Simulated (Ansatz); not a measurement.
# H on Ti(0001): change of the work function, part 2 of 2

Aim: the work function of Ti(0001) at several coverages of H (fcc site), and the dipole that each adsorbate carries.

Ansatz 0.2.0; plane-wave DFT, PBE, Ansatz PAW (set soft_1); PAW set soft_1.

So far, work function, upper face (eV): step 2 (the clean slab) 4.37; step 3 (37 atoms, coverage 0.111 ML, cell 3x3) 4.36; step 4 (17 atoms, coverage 0.25 ML, cell 2x2) 4.30.

### 5. The covered slab, k-mesh 6×6×1, coverage 0.5 ML

System of this step: H/Ti(0001). The cell holds 18 atoms: 16 Ti and 2 H. Its edges and angles: a = 5.900 Å, b = 5.900 Å, c = 25.905 Å, α = 90.0°, β = 90.0°, γ = 60.0°. Vacuum lies along c.

Input file input.yaml:

```yaml
crystal:
  lattice:
    - [5.9, 0.0, 0.0]
    - [2.95, 5.1095498824, 0.0]
    - [0.0, 0.0, 25.9053905263]
  atoms:
    - { symbol: Ti, position: [0.3333333333, 0.3333333333, 0.3474180399] }
    - { symbol: Ti, position: [0.0, 0.0, 0.4378355148] }
    - { symbol: Ti, position: [0.3333333333, 0.3333333333, 0.5308695644] }
    - { symbol: Ti, position: [0.0, 0.0, 0.6145744501] }
    - { symbol: Ti, position: [0.3333333333, 0.8333333333, 0.3474180399] }
    - { symbol: Ti, position: [0.0, 0.5, 0.4378355148] }
    - { symbol: Ti, position: [0.3333333333, 0.8333333333, 0.5308695644] }
    - { symbol: Ti, position: [0.0, 0.5, 0.6145744501] }
    - { symbol: Ti, position: [0.8333333333, 0.3333333333, 0.3474180399] }
    - { symbol: Ti, position: [0.5, 0.0, 0.4378355148] }
    - { symbol: Ti, position: [0.8333333333, 0.3333333333, 0.5308695644] }
    - { symbol: Ti, position: [0.5, 0.0, 0.6145744501] }
    - { symbol: Ti, position: [0.8333333333, 0.8333333333, 0.3474180399] }
    - { symbol: Ti, position: [0.5, 0.5, 0.4378355148] }
    - { symbol: Ti, position: [0.8333333333, 0.8333333333, 0.5308695644] }
    - { symbol: Ti, position: [0.5, 0.5, 0.6145744501] }
    - { symbol: H, position: [0.1666666667, 0.1666666667, 0.6525819601] }
    - { symbol: H, position: [0.6666666667, 0.1666666667, 0.6525819601] }
kpoints:
  mp_grid: { grid: [6, 6, 1] }
hamiltonian:
  xc: pbe
  pseudopotentials: { kind: paw, azcp: { folder: soft_1 } }
scf:
  occupations: { method: fermi_dirac, width: 0.1 }
  convergence: { dr2_threshold: 1.0e-08 }
efield:
  axis: 3
  dipole_correction: true
  ramp_position: 0.97
  ramp_width: 0.06
relax:
  f_tol: 0.02
  max_steps: 60
  constraints: [{ sites: [0, 1, 4, 5, 8, 9, 12, 13] }]
output:
  dos: { projected: true, e_range: [-8, 4] }
  write_potential: true
  write_density: true
  volumetric_format: npy
  elf: true
```

Launch:

```sh
$ ansatz run input.yaml --threads 4 --pin off --max-ram 16384MiB --backend cpu --events-out ev --progress --plain --runs-dir out
```

Elapsed: 1.9 min, on 4 threads of Arm Neoverse V2, shared host; peak memory 2.6 GiB.

Relaxation path:

| step | energy less that of the first step (eV) | largest force component (eV/Å) |
| --- | --- | --- |
| 1 | 0.0000 | 0.2956 |
| 2 | -0.0203 | 0.1887 |
| 3 | -0.0315 | 0.0173 |

Forces are held to the 4 operations that the program found; a distortion that breaks them can't arise in this run.

The atoms that moved most (Å):

| atom | dx | dy | dz | length |
| --- | --- | --- | --- | --- |
| H18 | 0.000 | 0.000 | 0.089 | 0.089 |
| H17 | 0.000 | 0.000 | 0.089 | 0.089 |
| Ti4 | 0.000 | 0.013 | 0.042 | 0.044 |
| Ti12 | 0.000 | 0.013 | 0.042 | 0.044 |
| Ti8 | 0.000 | -0.025 | -0.003 | 0.025 |
| Ti16 | 0.000 | -0.025 | -0.003 | 0.025 |
| Ti7 | 0.000 | 0.004 | -0.011 | 0.012 |
| Ti15 | 0.000 | 0.004 | -0.011 | 0.012 |

The relaxed structure:

```cif
data_structure
_symmetry_space_group_name_H-M 'P 1'
_symmetry_Int_Tables_number 1
_cell_length_a 5.9000
_cell_length_b 5.9000
_cell_length_c 25.9054
_cell_angle_alpha 90.000
_cell_angle_beta 90.000
_cell_angle_gamma 60.000
_cell_volume 780.95
loop_
_atom_site_label
_atom_site_type_symbol
_atom_site_fract_x
_atom_site_fract_y
_atom_site_fract_z
_atom_site_occupancy
Ti1 Ti 0.33333 0.33333 0.34742 1
Ti2 Ti 0.00000 0.00000 0.43784 1
Ti3 Ti 0.33404 0.33191 0.53070 1
Ti4 Ti 0.99872 0.00257 0.61620 1
Ti5 Ti 0.33333 0.83333 0.34742 1
Ti6 Ti 0.00000 0.50000 0.43784 1
Ti7 Ti 0.33291 0.83418 0.53044 1
Ti8 Ti 0.00244 0.49512 0.61446 1
Ti9 Ti 0.83333 0.33333 0.34742 1
Ti10 Ti 0.50000 0.00000 0.43784 1
Ti11 Ti 0.83404 0.33191 0.53070 1
Ti12 Ti 0.49872 0.00257 0.61620 1
Ti13 Ti 0.83333 0.83333 0.34742 1
Ti14 Ti 0.50000 0.50000 0.43784 1
Ti15 Ti 0.83291 0.83418 0.53044 1
Ti16 Ti 0.50244 0.49512 0.61446 1
H17 H 0.16663 0.16675 0.65603 1
H18 H 0.66663 0.16675 0.65603 1
```

The density of states has structure finer than the step of the table below, so its rows give means over 0.25 eV. Peaks (eV: height): -1.200: 44.8, -0.840: 84.5, -0.780: 63.5, -0.720: 48.3, 0.030: 37.9, 0.210: 53.5, 0.360: 47.3.

The density of states by energy, zero at the Fermi level; means over each step:

| energy (eV) | density of states (states/eV a cell) |
| --- | --- |
| -6.50 | 0 |
| -6.25 | 0.280 |
| -6.00 | 1.48 |
| -5.75 | 1.85 |
| -5.50 | 2.30 |
| -5.25 | 3.26 |
| -5.00 | 2.92 |
| -4.75 | 2.96 |
| -4.50 | 5.71 |
| -4.25 | 2.94 |
| -4.00 | 2.39 |
| -3.75 | 4.49 |
| -3.50 | 2.16 |
| -3.25 | 3.40 |
| -3.00 | 5.70 |
| -2.75 | 8.08 |
| -2.50 | 8.37 |
| -2.25 | 15.5 |
| -2.00 | 17.6 |
| -1.75 | 23.0 |
| -1.50 | 17.7 |
| -1.25 | 19.0 |
| -1.00 | 20.0 |
| -0.75 | 42.1 |
| -0.50 | 18.3 |
| -0.25 | 20.7 |
| 0.00 | 29.6 |
| 0.25 | 36.6 |
| 0.50 | 33.1 |

The relaxation took 3 steps and lowered the energy by 0.032 eV; the largest force on the free atoms ends at 0.017 eV/Å.

The covered face has 4.29 eV, -0.08 eV against the clean one; the bare back face has moved by -0.01 eV, a measure of how thin the slab is.

### 6. Adsorbate added, k-mesh 12×12×1, coverage 1 ML

System of this step: H/Ti(0001). The cell holds 5 atoms: 4 Ti and 1 H. Cell: a = 2.950 Å, b = 2.950 Å, c = 25.905 Å, α = 90.0°, β = 90.0°, γ = 60.0°. Vacuum lies along c.

input.yaml, the sections that differ from step 5:

```yaml
crystal:
  lattice:
    - [2.95, 0.0, 0.0]
    - [1.475, 2.5547749412, 0.0]
    - [0.0, 0.0, 25.9053905263]
  atoms:
    - { symbol: Ti, position: [0.6666666667, 0.6666666667, 0.3474180399] }
    - { symbol: Ti, position: [0.0, 0.0, 0.4378355148] }
    - { symbol: Ti, position: [0.6666666667, 0.6666666667, 0.5308695644] }
    - { symbol: Ti, position: [0.0, 0.0, 0.6145744501] }
    - { symbol: H, position: [0.3333333333, 0.3333333333, 0.6525819601] }
kpoints:
  mp_grid: { grid: [12, 12, 1] }
relax:
  f_tol: 0.02
  max_steps: 60
  constraints: [{ sites: [0, 1] }]
output:
  write_potential: true
  write_density: true
  volumetric_format: npy
# hamiltonian, scf, efield: as in step 5
```

Elapsed: 7.7 s, on 4 threads; peak memory 0.48 GiB; 29 s of CPU time.

Relaxation path:

| step | energy less that of the first step (eV) | largest force component (eV/Å) |
| --- | --- | --- |
| 1 | 0.0000 | 0.3331 |
| 2 | -0.0074 | 0.1680 |
| 3 | -0.0111 | 0.0166 |

The run keeps the 6 symmetry operations that the program found, so distortions that break them were not tested.

The atoms that moved most (Å):

| atom | dx | dy | dz | length |
| --- | --- | --- | --- | --- |
| H5 | 0.000 | 0.000 | 0.073 | 0.073 |
| Ti4 | 0.000 | 0.000 | 0.046 | 0.046 |
| Ti3 | 0.000 | 0.000 | -0.011 | 0.011 |

The relaxed structure:

```
Ti H
1.0
     2.95000    0.00000    0.00000
     1.47500    2.55477    0.00000
     0.00000    0.00000   25.90539
Ti H
4 1
Direct
  0.66667 0.66667 0.34742
  0.00000 0.00000 0.43784
  0.66667 0.66667 0.53044
  0.00000 0.00000 0.61635
  0.33333 0.33333 0.65538
```

Running mean over 2.342 Å of the planar mean; the ramp of the sawtooth is left out. Electron's electrostatic potential energy less the Fermi level against z:

| z (Å) | electron's electrostatic potential energy less the Fermi level (eV) |
| --- | --- |
| 3.5 | 4.40 |
| 4.0 | 4.40 |
| 4.5 | 4.40 |
| 5.0 | 4.39 |
| 5.5 | 4.34 |
| 6.0 | 4.22 |
| 6.5 | 3.87 |
| 7.0 | 2.86 |
| 7.5 | 0.216 |
| 8.0 | -3.56 |
| 8.5 | -6.52 |
| 9.0 | -7.41 |
| 9.5 | -7.38 |
| 10.0 | -7.27 |
| 10.5 | -7.24 |
| 11.0 | -7.27 |
| 11.5 | -7.26 |
| 12.0 | -7.10 |
| 12.5 | -6.98 |
| 13.0 | -7.05 |
| 13.5 | -7.25 |
| 14.0 | -7.49 |
| 14.5 | -7.91 |
| 15.0 | -7.98 |
| 15.5 | -7.78 |
| 16.0 | -7.87 |
| 16.5 | -6.93 |
| 17.0 | -3.89 |
| 17.5 | -0.165 |
| 18.0 | 2.54 |
| 18.5 | 3.89 |
| 19.0 | 4.29 |
| 19.5 | 4.38 |
| 20.0 | 4.41 |
| 20.5 | 4.41 |
| 21.0 | 4.41 |
| 21.5 | 4.41 |
| 22.0 | 4.41 |
| 22.5 | 4.41 |

The relaxation took 3 steps and lowered the energy by 0.011 eV; the largest force on the free atoms ends at 0.017 eV/Å.

The covered face has 4.41 eV, +0.04 eV against the clean one; the bare back face has moved by -0.02 eV, a measure of how thin the slab is.

### 7. Work function against coverage

This step: plane-wave DFT, PBE, Ansatz PAW (set soft_1); work function against coverage; PAW set soft_1 (Ansatz 0.2.0).

The runs are now put side by side.

Numbers from this step:

- work function of the clean face: 4.374 eV
- largest change of the work function: -0.08308 eV

The work function of the covered face by coverage:

| coverage (adsorbates/nm²) | work function of the covered face (eV) |
| --- | --- |
| 0.00 | 4.37 |
| 1.47 | 4.36 |
| 3.32 | 4.30 |
| 6.63 | 4.29 |
| 13.27 | 4.41 |

The dipole per adsorbate comes from the change of the cell's dipole. Coverage, by row:

| coverage (1/nm²) | coverage (ML) | work function (eV) | change (eV) | dipole per adsorbate, positive end outwards (debye) | mean height of the added atoms over the highest substrate atom (Å) |
| --- | --- | --- | --- | --- | --- |
| 1.474 | 0.1111 | 4.363 | -0.01072 | 0.017 | 1.063 |
| 3.317 | 0.25 | 4.305 | -0.06896 | 0.05 | 1.062 |
| 6.634 | 0.5 | 4.291 | -0.08308 | 0.029 | 1.032 |
| 13.27 | 1 | 4.414 | 0.04016 | -0.012 | 1.011 |

### 8. Results

```yaml
work_function_of_the_clean_face: 4.37 eV
work_function_at_0p11_ml: 4.36 eV
work_function_at_0p25_ml: 4.30 eV
work_function_at_0p5_ml: 4.29 eV
work_function_at_1_ml: 4.41 eV
dipole_per_adsorbate_at_0p11_ml_positive_end_outwards: 0.02 D
```

**Reading.** H changes the work function of Ti(0001) by less than 0.15 eV at every coverage run, which is within the error of so thin a slab. The slab has 4 layers, at the tabulated experimental lattice constant, one starting site was run, and quantum-size effects of a slab this thin can reach one or two tenths of an eV.

[Long decimals in the printed logs are rounded to 6 places.]

[Logs are printed without paths, hosts, clocks, repeated set-up lines and the standing remarks that a program may print on its own settings, such as how far it seeks lower states.]

[Hosts, paths, dates, database ids (printed as entryN), source tags and the programs' standing remarks are cut or masked in the printed files.]

[Maps of the electrostatic potential energy from Ansatz leave out the sawtooth potential of an applied field or a dipole correction, so their vacuum need not be flat; planar profiles and work functions include it.]

[The density of states shown here was stored with 400 of the rows of the run's finer table, so its peaks can read low, often by over a quarter, or be missed, and its means over a window can be off by a tenth or more.]
